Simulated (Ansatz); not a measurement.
# Ca2La, from a guessed structure to a relaxed one

Starting from a made-up structure for Ca2La, the aim is the relaxed cell, its shortest contacts and, where a second run follows, its electronic structure.

Method: DFT, PBE, plane-wave PAW, files of the set soft_1, scalar-relativistic, no spin, cell and ions relaxed at zero pressure; PAW set soft_1, in the first sound run; inputs show where later runs differ, in Ansatz 0.2.0.

### 1. Starting point

Symmetry: P6/mmm, No. 191, hexagonal system. The conventional cell has a = 5.562 Å, b = 5.562 Å, c = 3.918 Å, α = 90.00°, β = 90.00°, γ = 120.00°. Nearest to La lie 12 Ca at 3.76 Å and 2 La at 3.92 Å. Nearest to Ca lie 3 Ca at 3.21 Å and 6 La at 3.76 Å. Farther neighbours are not listed.

### 2. Relaxing cell and atoms

The guessed cell has no reason to be at equilibrium. It is relaxed with the atoms, within the space group of the guess.

input.yaml

```yaml
crystal:
  lattice:
    - [5.562, 0.0, 0.0]
    - [-2.781, 4.816833296, 0.0]
    - [0.0, 0.0, 3.918]
  atoms:
    - { symbol: La, position: [0.0, 0.0, 0.0] }
    - { symbol: Ca, position: [0.666666667, 0.333333333, 0.5] }
    - { symbol: Ca, position: [0.333333333, 0.666666667, 0.5] }
kpoints:
  mp_grid: { grid: [6, 6, 7] }
scf:
  occupations: { method: fermi_dirac, width: 0.05 }
hamiltonian:
  xc: pbe
  pseudopotentials: { kind: paw, azcp: { folder: soft_1 } }
relax:
  f_tol: 0.015
  max_steps: 70
  cell: {}
output:
  forces: true
  stress: true
```

Run with:

```console
$ ansatz run input.yaml --threads 4 --pin off --max-ram 8192MiB --backend cpu --events-out ev --progress --plain --runs-dir out
```

Numbers of over 12 decimals in the logs are rounded to 6 here.

Log:

```text
Engine: ansatz 0.2.0, aarch64-unknown-linux-gnu
Pseudopotentials: kind: paw
Pseudopotential: La, paw, valence charge 11, recommended cutoff 420 eV (normal), soft_1/La.paw.azcp
Pseudopotential: Ca, paw, valence charge 10, recommended cutoff 420 eV (normal), soft_1/Ca.paw.azcp
Functional definition: PBE
  parameter kappa = 0.804
  parameter beta = 0.066725
  exchange = pbe_x(kappa = kappa, mu = beta*pi^2/3)
  correlation = pbe_c(beta = beta)
Crystal: 3 atoms, lattice volume = 104.968 Å³
Basis set: ecut = 420 eV, 2077 PW (Γ), exchange–correlation on 80×80×54 points (8 copies of the dense FFT grid, shifted against one another)
Bands: 20, of which v1, the nominal top of the filled ones, is band 16 counted from 1 (15 counted from 0)
Symmetry: 24 space group operations
Space group: P6/mmm (ITA 191), of the structure as read, at distance tolerance 4.7e-5 Å
k-points: 28 of 252
Non-local potential: La, projectors of the file, l = 0: 3, l = 1: 2, l = 2: 2, l = 3: 3
Non-local potential: Ca, projectors of the file, l = 0: 3, l = 1: 2, l = 2: 2
PAW form: soft (Blöchl's): semilocal exchange-correlation on the pseudo side does not see the compensation charge
PAW one-centre angular grid: La, 590 points (default); XC on 64 Gauss nodes
PAW one-centre angular grid: Ca, 110 points (default); XC on 64 Gauss nodes
Initial density: superposition of atomic densities (chi_scale 0.1, normalization cell, long waves kept (reshape's long-wave potential 0.00 eV rms))
Initial wavefunctions: pseudopotential atomic-orbital guess
Functional: x = pbe(κ = 0.804, μ = 0.219515), c = pbe(β = 0.066725)
SCF iter   1: F=—  HF=-9883.437755 eV  |F-HF|=—  |Δ(HF+E_count)|=         —  Δρ=1.60e-2  dr2=3.66e-1  ethr=3.10e-3  ⟨swp⟩=8.9  Hψ=3414  notcnv=0
preconditioner: auto → Kerker (q_TF=auto, 2.226 Å⁻¹)  [metal: Δε(μ)=0.053 eV  Ē_g=2.104 eV  σ=0.050 eV  W_gap=0.25  n_scr=20 (ndim 8)  ℏωp=9.6 eV  f_vac=0.000  D(μ)=4.82/eV (n_scr^D=44)]
SCF iter   2: F=—  HF=-9883.359332 eV  |F-HF|=—  |Δ(HF+E_count)|=   7.84e-2  Δρ=9.22e-3  dr2=1.33e-1  ethr=1.18e-3  ⟨swp⟩=4.0  Hψ=1027  notcnv=0
SCF iter   3: F=—  HF=-9883.322150 eV  |F-HF|=—  |Δ(HF+E_count)|=   3.72e-2  Δρ=1.28e-3  dr2=4.06e-3  ethr=4.28e-4  ⟨swp⟩=5.8  Hψ=1538  notcnv=0
SCF iter   4: F=—  HF=-9883.322163 eV  |F-HF|=—  |Δ(HF+E_count)|=   1.28e-5  Δρ=3.89e-4  dr2=2.40e-4  ethr=1.31e-5  ⟨swp⟩=3.5  Hψ=1077  notcnv=0
SCF iter   5: F=—  HF=-9883.322164 eV  |F-HF|=—  |Δ(HF+E_count)|=   1.27e-6  Δρ=1.19e-4  dr2=2.59e-5  ethr=7.74e-7  ⟨swp⟩=2.0  Hψ=1049  notcnv=0
SCF iter   6: F=—  HF=-9883.322176 eV  |F-HF|=—  |Δ(HF+E_count)|=   1.23e-5  Δρ=2.04e-5  dr2=8.88e-7  ethr=8.36e-8  ⟨swp⟩=2.1  Hψ=735  notcnv=0
SCF iter   7: F=-9883.322176 eV  HF=-9883.322176 eV  |F-HF|=4.84e-9  |Δ(HF+E_count)|=   6.89e-8  Δρ=4.11e-6  dr2=1.51e-8  ethr=3.23e-10  ⟨swp⟩=5.2  Hψ=2123  notcnv=0
SCF 1 converged in 7 iterations: F = -9883.322176 eV  dr2 = 1.51e-8
  greatest PAW one-centre occupation: 0.996 electrons in one spin orbital (limit 2), on the Ca atom at site 2 (counted from 0), in its partial waves of l = 0
relax step   1: F+E_penalty+E_count = -9883.32217638 eV  Δ(F+E_penalty+E_count) = +0.000e0 eV  max|allowed force component| = 3.701e-17 eV/Å  Δτ_max = 0.0000 Å  P = +3.735 GPa  Ω = 104.968 Å³  (7 SCF iters, dr2 threshold 1.00e-7 eV, accepted)
Crystal: 3 atoms, lattice volume = 112.547 Å³
Basis set: ecut = 420 eV, 2221 PW (Γ), exchange–correlation on 80×80×54 points (8 copies of the dense FFT grid, shifted against one another)
Initial density: handed on by an earlier stage of this run
Initial wavefunctions: those handed on with the density
iter 1 solved again at ethr=2.65e-5 eV; its pass at ethr=3.10e-3 eV (dr2=8.22e-3 eV) is discarded
SCF iter   1: F=—  HF=-9883.650897 eV  |F-HF|=—  |Δ(HF+E_count)|=         —  Δρ=2.43e-3  dr2=9.00e-3  ethr=2.65e-5  ⟨swp⟩=2.2  Hψ=5419  notcnv=0
preconditioner: auto → Kerker (q_TF=auto, 2.201 Å⁻¹)  [metal: Δε(μ)=0.006 eV  Ē_g=1.878 eV  σ=0.050 eV  W_gap=0.03  n_scr=26 (ndim 8)  ℏωp=9.3 eV  f_vac=0.000  D(μ)=4.78/eV (n_scr^D=44)]
SCF iter   2: F=—  HF=-9883.649652 eV  |F-HF|=—  |Δ(HF+E_count)|=   1.24e-3  Δρ=1.30e-3  dr2=2.12e-3  ethr=2.65e-5  ⟨swp⟩=4.0  Hψ=841  notcnv=0
SCF iter   3: F=—  HF=-9883.649762 eV  |F-HF|=—  |Δ(HF+E_count)|=   1.10e-4  Δρ=2.97e-4  dr2=1.26e-4  ethr=6.84e-6  ⟨swp⟩=3.1  Hψ=1130  notcnv=0
SCF iter   4: F=—  HF=-9883.649810 eV  |F-HF|=—  |Δ(HF+E_count)|=   4.88e-5  Δρ=9.24e-5  dr2=1.35e-5  ethr=4.06e-7  ⟨swp⟩=2.1  Hψ=758  notcnv=0
SCF iter   5: F=—  HF=-9883.649813 eV  |F-HF|=—  |Δ(HF+E_count)|=   2.18e-6  Δρ=2.22e-5  dr2=1.05e-6  ethr=4.35e-8  ⟨swp⟩=2.6  Hψ=1014  notcnv=0
SCF iter   6: F=-9883.649813 eV  HF=-9883.649813 eV  |F-HF|=5.62e-9  |Δ(HF+E_count)|=   6.33e-8  Δρ=4.86e-6  dr2=3.72e-8  ethr=9.68e-10  ⟨swp⟩=5.6  Hψ=2482  notcnv=0
SCF 2 converged in 6 iterations: F = -9883.649813 eV  dr2 = 3.72e-8
relax step   2: F+E_penalty+E_count = -9883.64981257 eV  Δ(F+E_penalty+E_count) = -3.276e-1 eV  max|allowed force component| = 1.927e-17 eV/Å  Δτ_max = 0.0000 Å  P = +1.568 GPa  Ω = 112.547 Å³  energy of the carried Pulay correction = -1.284e-4 eV  (6 SCF iters, dr2 threshold 3.00e-7 eV, accepted)
Crystal: 3 atoms, lattice volume = 117.296 Å³
Basis set: ecut = 420 eV, 2275 PW (Γ), exchange–correlation on 80×80×54 points (8 copies of the dense FFT grid, shifted against one another)
iter 1 solved again at ethr=6.16e-5 eV; its pass at ethr=3.10e-3 eV (dr2=1.91e-2 eV) is discarded
SCF iter   1: F=—  HF=-9883.788542 eV  |F-HF|=—  |Δ(HF+E_count)|=         —  Δρ=2.70e-3  dr2=2.04e-2  ethr=6.16e-5  ⟨swp⟩=2.1  Hψ=5754  notcnv=0
preconditioner: auto → Kerker (q_TF=auto, 2.186 Å⁻¹)  [metal: Δε(μ)=0.008 eV  Ē_g=1.841 eV  σ=0.050 eV  W_gap=0.04  n_scr=26 (ndim 8)  ℏωp=9.1 eV  f_vac=0.000  D(μ)=4.79/eV (n_scr^D=44)]
SCF iter   2: F=—  HF=-9883.786171 eV  |F-HF|=—  |Δ(HF+E_count)|=   2.37e-3  Δρ=1.41e-3  dr2=4.27e-3  ethr=6.16e-5  ⟨swp⟩=3.6  Hψ=820  notcnv=0
SCF iter   3: F=—  HF=-9883.786333 eV  |F-HF|=—  |Δ(HF+E_count)|=   1.62e-4  Δρ=3.73e-4  dr2=2.29e-4  ethr=1.38e-5  ⟨swp⟩=3.0  Hψ=952  notcnv=0
SCF iter   4: F=—  HF=-9883.786387 eV  |F-HF|=—  |Δ(HF+E_count)|=   5.41e-5  Δρ=1.33e-4  dr2=5.11e-5  ethr=7.37e-7  ⟨swp⟩=2.5  Hψ=1065  notcnv=0
SCF iter   5: F=—  HF=-9883.786387 eV  |F-HF|=—  |Δ(HF+E_count)|=   8.77e-7  Δρ=3.30e-5  dr2=2.19e-6  ethr=1.65e-7  ⟨swp⟩=2.0  Hψ=676  notcnv=0
SCF iter   6: F=-9883.786387 eV  HF=-9883.786387 eV  |F-HF|=1.93e-8  |Δ(HF+E_count)|=   2.00e-7  Δρ=9.13e-6  dr2=1.36e-7  ethr=9.68e-10  ⟨swp⟩=6.5  Hψ=2759  notcnv=0
SCF 3 converged in 6 iterations: F = -9883.786387 eV  dr2 = 1.36e-7
relax step   3: F+E_penalty+E_count = -9883.78638669 eV  Δ(F+E_penalty+E_count) = -1.366e-1 eV  max|allowed force component| = 3.701e-17 eV/Å  Δτ_max = 0.0000 Å  P = +0.481 GPa  Ω = 117.296 Å³  energy of the carried Pulay correction = -2.010e-4 eV  (6 SCF iters, dr2 threshold 3.00e-7 eV, accepted)
Crystal: 3 atoms, lattice volume = 119.428 Å³
Basis set: ecut = 420 eV, 2311 PW (Γ), exchange–correlation on 80×80×54 points (8 copies of the dense FFT grid, shifted against one another)
iter 1 solved again at ethr=7.34e-7 eV; its pass at ethr=3.10e-3 eV (dr2=2.28e-4 eV) is discarded
SCF iter   1: F=—  HF=-9883.790388 eV  |F-HF|=—  |Δ(HF+E_count)|=         —  Δρ=4.25e-4  dr2=2.48e-4  ethr=7.34e-7  ⟨swp⟩=3.2  Hψ=5387  notcnv=0
preconditioner: auto → Kerker (q_TF=auto, 2.179 Å⁻¹)  [metal: Δε(μ)=0.027 eV  Ē_g=1.860 eV  σ=0.050 eV  W_gap=0.13  n_scr=26 (ndim 8)  ℏωp=9.0 eV  f_vac=0.000  D(μ)=5.02/eV (n_scr^D=44)]
SCF iter   2: F=—  HF=-9883.790333 eV  |F-HF|=—  |Δ(HF+E_count)|=   5.48e-5  Δρ=2.42e-4  dr2=9.51e-5  ethr=7.34e-7  ⟨swp⟩=1.7  Hψ=618  notcnv=0
SCF iter   3: F=—  HF=-9883.790318 eV  |F-HF|=—  |Δ(HF+E_count)|=   1.54e-5  Δρ=4.14e-5  dr2=4.46e-6  ethr=3.07e-7  ⟨swp⟩=2.1  Hψ=970  notcnv=0
SCF iter   4: F=-9883.790318 eV  HF=-9883.790318 eV  |F-HF|=2.25e-9  |Δ(HF+E_count)|=   2.51e-7  Δρ=1.17e-5  dr2=2.13e-7  ethr=9.68e-10  ⟨swp⟩=5.3  Hψ=3057  notcnv=0
SCF 4 converged in 4 iterations: F = -9883.790318 eV  dr2 = 2.13e-7
relax step   4: F+E_penalty+E_count = -9883.79031811 eV  Δ(F+E_penalty+E_count) = -3.931e-3 eV  max|allowed force component| = 1.850e-17 eV/Å  Δτ_max = 0.0000 Å  P = +0.090 GPa  Ω = 119.428 Å³  energy of the carried Pulay correction = -2.350e-4 eV  (4 SCF iters, dr2 threshold 3.00e-7 eV, accepted)
Crystal: 3 atoms, lattice volume = 119.929 Å³
iter 1 solved again at ethr=4.47e-8 eV; its pass at ethr=3.10e-3 eV (dr2=1.38e-5 eV) is discarded
SCF iter   1: F=—  HF=-9883.790474 eV  |F-HF|=—  |Δ(HF+E_count)|=         —  Δρ=1.06e-4  dr2=1.58e-5  ethr=4.47e-8  ⟨swp⟩=3.2  Hψ=5113  notcnv=0
preconditioner: auto → Kerker (q_TF=auto, 2.178 Å⁻¹)  [metal: Δε(μ)=0.022 eV  Ē_g=1.860 eV  σ=0.050 eV  W_gap=0.11  n_scr=26 (ndim 8)  ℏωp=9.0 eV  f_vac=0.000  D(μ)=5.04/eV (n_scr^D=44)]
SCF iter   2: F=—  HF=-9883.790460 eV  |F-HF|=—  |Δ(HF+E_count)|=   1.35e-5  Δρ=6.11e-5  dr2=6.35e-6  ethr=4.47e-8  ⟨swp⟩=1.5  Hψ=581  notcnv=0
SCF iter   3: F=—  HF=-9883.790459 eV  |F-HF|=—  |Δ(HF+E_count)|=   7.97e-7  Δρ=1.13e-5  dr2=3.34e-7  ethr=2.05e-8  ⟨swp⟩=2.0  Hψ=961  notcnv=0
SCF iter   4: F=-9883.790459 eV  HF=-9883.790459 eV  |F-HF|=1.06e-9  |Δ(HF+E_count)|=   1.69e-8  Δρ=3.17e-6  dr2=1.63e-8  ethr=8.15e-11  ⟨swp⟩=5.3  Hψ=3129  notcnv=0
SCF 5 converged in 4 iterations: F = -9883.790459 eV  dr2 = 1.63e-8
relax step   5: F+E_penalty+E_count = -9883.79045933 eV  Δ(F+E_penalty+E_count) = -1.412e-4 eV  max|allowed force component| = 4.626e-18 eV/Å  Δτ_max = 0.0000 Å  P = +0.002 GPa  Ω = 119.929 Å³  energy of the carried Pulay correction = -2.429e-4 eV  (4 SCF iters, dr2 threshold 2.53e-8 eV, accepted)
Basis set: ecut = 420 eV, 2311 PW (Γ), exchange–correlation on 90×90×50 points (8 copies of the dense FFT grid, shifted against one another)
Initial wavefunctions: pseudopotential atomic-orbital guess (no wavefunctions were taken with the density)
iter 1 solved again at ethr=2.90e-6 eV; its pass at ethr=3.10e-3 eV (dr2=9.00e-4 eV) is discarded
SCF iter   1: F=—  HF=-9883.792012 eV  |F-HF|=—  |Δ(HF+E_count)|=         —  Δρ=1.29e-4  dr2=2.73e-6  ethr=2.90e-6  ⟨swp⟩=3.3  Hψ=4579  notcnv=0
eigensolver tolerance schedule: the retry pair's looser diagonalisation over-reported the residual by 328.55 of it (diagonalisation noise at 0.45 of the residual, at the tolerance the schedule requests for it); recorded, not acted on — ethr = c·dr2/N_el stays at c = 1.0e-1
preconditioner: auto → Kerker (q_TF=auto, 2.178 Å⁻¹)  [metal: Δε(μ)=0.021 eV  Ē_g=1.861 eV  σ=0.050 eV  W_gap=0.10  n_scr=26 (ndim 8)  ℏωp=9.0 eV  f_vac=0.000  D(μ)=5.03/eV (n_scr^D=44)]
SCF iter   2: F=—  HF=-9883.792033 eV  |F-HF|=—  |Δ(HF+E_count)|=   2.15e-5  Δρ=6.84e-5  dr2=7.37e-7  ethr=8.81e-9  ⟨swp⟩=2.9  Hψ=1156  notcnv=0
SCF iter   3: F=—  HF=-9883.792036 eV  |F-HF|=—  |Δ(HF+E_count)|=   2.81e-6  Δρ=4.66e-6  dr2=7.18e-9  ethr=2.38e-9  ⟨swp⟩=2.0  Hψ=946  notcnv=0
SCF iter   4: F=—  HF=-9883.792036 eV  |F-HF|=—  |Δ(HF+E_count)|=   1.40e-8  Δρ=9.23e-7  dr2=1.06e-9  ethr=2.32e-11  ⟨swp⟩=2.4  Hψ=1000  notcnv=0
SCF iter   5: F=—  HF=-9883.792036 eV  |F-HF|=—  |Δ(HF+E_count)|=  6.29e-10  Δρ=1.93e-7  dr2=9.18e-11  ethr=3.42e-12  ⟨swp⟩=2.0  Hψ=734  notcnv=0
SCF iter   6: F=-9883.792036 eV  HF=-9883.792036 eV  |F-HF|=1.82e-12  |Δ(HF+E_count)|=  3.64e-12  Δρ=6.54e-8  dr2=5.95e-12  ethr=1.00e-12  ⟨swp⟩=7.3  Hψ=2717  notcnv=0
SCF 6 converged in 6 iterations: F = -9883.792036 eV  dr2 = 5.95e-12
relax step   6: F+E_penalty+E_count = -9883.79203621 eV  Δ(F+E_penalty+E_count) = -1.577e-3 eV  max|allowed force component| = 9.252e-18 eV/Å  Δτ_max = 0.0000 Å  P = +0.028 GPa  Ω = 119.929 Å³  stress off target by 4.05e-2 GPa  SCF on the basis re-selected at this cell (its energy is not comparable with the rows above)  (6 SCF iters)
basis re-selected at this cell: Δ(F+E_penalty+E_count) = -1.577e-3 eV, ΔP = +0.026 GPa vs the last step (what re-selecting the basis moved, of the pressure what is left beyond the Pulay correction that the steps carried, after the strain that the cell walked since its last selection, with what the two solves' SCF thresholds leave and, on support functions, any second-order correction that the steps lacked; it is no measure of the basis error at this ecutwfc). The dense FFT grid was sized anew with the basis: this SCF ran on 45×45×25 points, the steps before it on 40×40×27, so part of this shift can come from that change (see relax.cell in the input reference). [rest of the remark cut]
SCF converged after 6 iterations
Free energy (F): -9883.792036 eV
Harris-Foulkes:  -9883.792036 eV  (|F-HF|=1.82e-12)
Internal energy: -9883.750187 eV  (E = F + TS)
E sigma→0 (E₀):  -9883.771112 eV
Entropy (-TS):   -0.041849 eV (-13.950 meV/atom)
Fermi energy:    6.888377 eV
--- Per-component energies (eV) ---
  E_band       = -399.985830
  E_kinetic    = 689.395977
  E_local      = -2019.890209  (includes V_loc(G=0)·N_el)
  E_nonlocal   = 267.162153
  E_hartree    = 669.120599
  E_xc         = -395.558236
  E_vxc        = -458.408331  (∫ρ·V_xc dr)
  E_paw        = -7146.217875  (= ΣΔE_a)
  E_vpaw       = -216.486564  (= ΣTr[D̂ρ^β])
  E_aug_tail   = -0.000011  (compensation charges beyond the density's cutoff)
  E_ewald      = -1947.762585
  E_smearing   = -0.041849  (= −TS)
  E_closure    = -0.000000  (closes the sum)
  Σ components = -9883.792036   (vs F -9883.792036, Δ=0.00e0)
--- Forces (eV/Å), atoms counted from 1 ---
  atom   1  La     0.00000000     0.00000000     0.00000000
  atom   2  Ca     0.00000000    -0.00000000     0.00000000
  atom   3  Ca     0.00000000     0.00000000     0.00000000
  max |Σ_I F_I| component: 5.25e-31 eV/Å
--- Stress (GPa, compression-positive) ---
        0.040545       0.000000       0.000000
        0.000000       0.040545       0.000000
        0.000000       0.000000       0.003855
  P = ⅓ Tr σ = 0.0283 GPa (0.283 kbar)
--- Relaxed structure (5 steps of the walk, 5 accepted, 1 SCFs on fresh bases) ---
  F+E_penalty+E_count = -9883.79203621 eV   max|allowed force component| = 9.252e-18 eV/Å   (the final SCF, on the basis selected at the relaxed cell)
  cell:  # Å, volume = 119.9289 Å³
    - [6.158334, 0.0, 0.0]
    - [-3.079167, 5.333274, 0.0]
    - [0.0, 0.0, 3.651460]
  atoms:
    - { symbol: La, position: [0, 0, 0.0] }
    - { symbol: Ca, position: [0.666667, 0.333333, 0.5] }
    - { symbol: Ca, position: [0.333333, 0.666667, 0.5] }
```

It took 5.1 s on 4 threads of Arm Neoverse V2, shared host; peak memory 0.45 GiB.

Step by step:

| step | energy less that of the first step (eV) | largest force component (eV/Å) | pressure (GPa) | volume (Å³) |
| --- | --- | --- | --- | --- |
| 1 | 0.0000 | 0.0000 | 3.74 | 104.97 |
| 2 | -0.3276 | 0.0000 | 1.57 | 112.55 |
| 3 | -0.4642 | 0.0000 | 0.48 | 117.30 |
| 4 | -0.4681 | 0.0000 | 0.09 | 119.43 |
| 5 | -0.4683 | 0.0000 | 0.00 | 119.93 |
| 6* | -0.4699 | 0.0000 | 0.03 | 119.93 |

Relaxation steps marked * repeat the geometry before them on a plane-wave basis chosen anew for their cell, so energy and pressure can jump there.

Forces are held to the 24 operations that the run works with; a distortion that breaks them can't arise in this run.

| conventional cell, symmetrised | before | after | change |
| --- | --- | --- | --- |
| a (Å) | 5.562 | 6.158 | +10.7 % |
| b (Å) | 5.562 | 6.158 | +10.7 % |
| c (Å) | 3.918 | 3.651 | -6.8 % |
| volume (Å³/atom) | 34.99 | 39.98 | +14.3 % |

Final coordinates:

```cif
data_structure
_symmetry_space_group_name_H-M 'P 1'
_symmetry_Int_Tables_number 1
_cell_length_a 6.1583
_cell_length_b 6.1583
_cell_length_c 3.6515
_cell_angle_alpha 90.000
_cell_angle_beta 90.000
_cell_angle_gamma 120.000
_cell_volume 119.93
loop_
_atom_site_label
_atom_site_type_symbol
_atom_site_fract_x
_atom_site_fract_y
_atom_site_fract_z
_atom_site_occupancy
La1 La 0.00000 0.00000 0.00000 1
Ca2 Ca 0.66667 0.33333 0.50000 1
Ca3 Ca 0.33333 0.66667 0.50000 1
```

This step gave:

- free energy: -9883.7920 eV
- energy at zero smearing: -9883.7711 eV
- smearing term TS: 0.04185 eV
- Fermi energy: 6.888 eV
- electrons: 31
- symmetry operations: 24
- pressure: 0.02832 GPa

Shortest distances by pair of elements, guess and relaxed (not always the same contact):

| pair | guess (Å) | relaxed (Å) |
| --- | --- | --- |
| Ca–Ca | 3.211 | 3.556 |
| La–La | 3.918 | 3.651 |
| Ca–La | 3.762 | 3.997 |

The relaxation ends with a pressure of 0.03 GPa.

(Part 1 of 2 ends here.)

[Logs are printed without paths, hosts, clocks, repeated set-up lines and the standing remarks that a program may print on its own settings, such as how far it seeks lower states.]

[Hosts, paths, dates, database ids (printed as entryN), source tags and the programs' standing remarks are cut or masked in the printed files.]
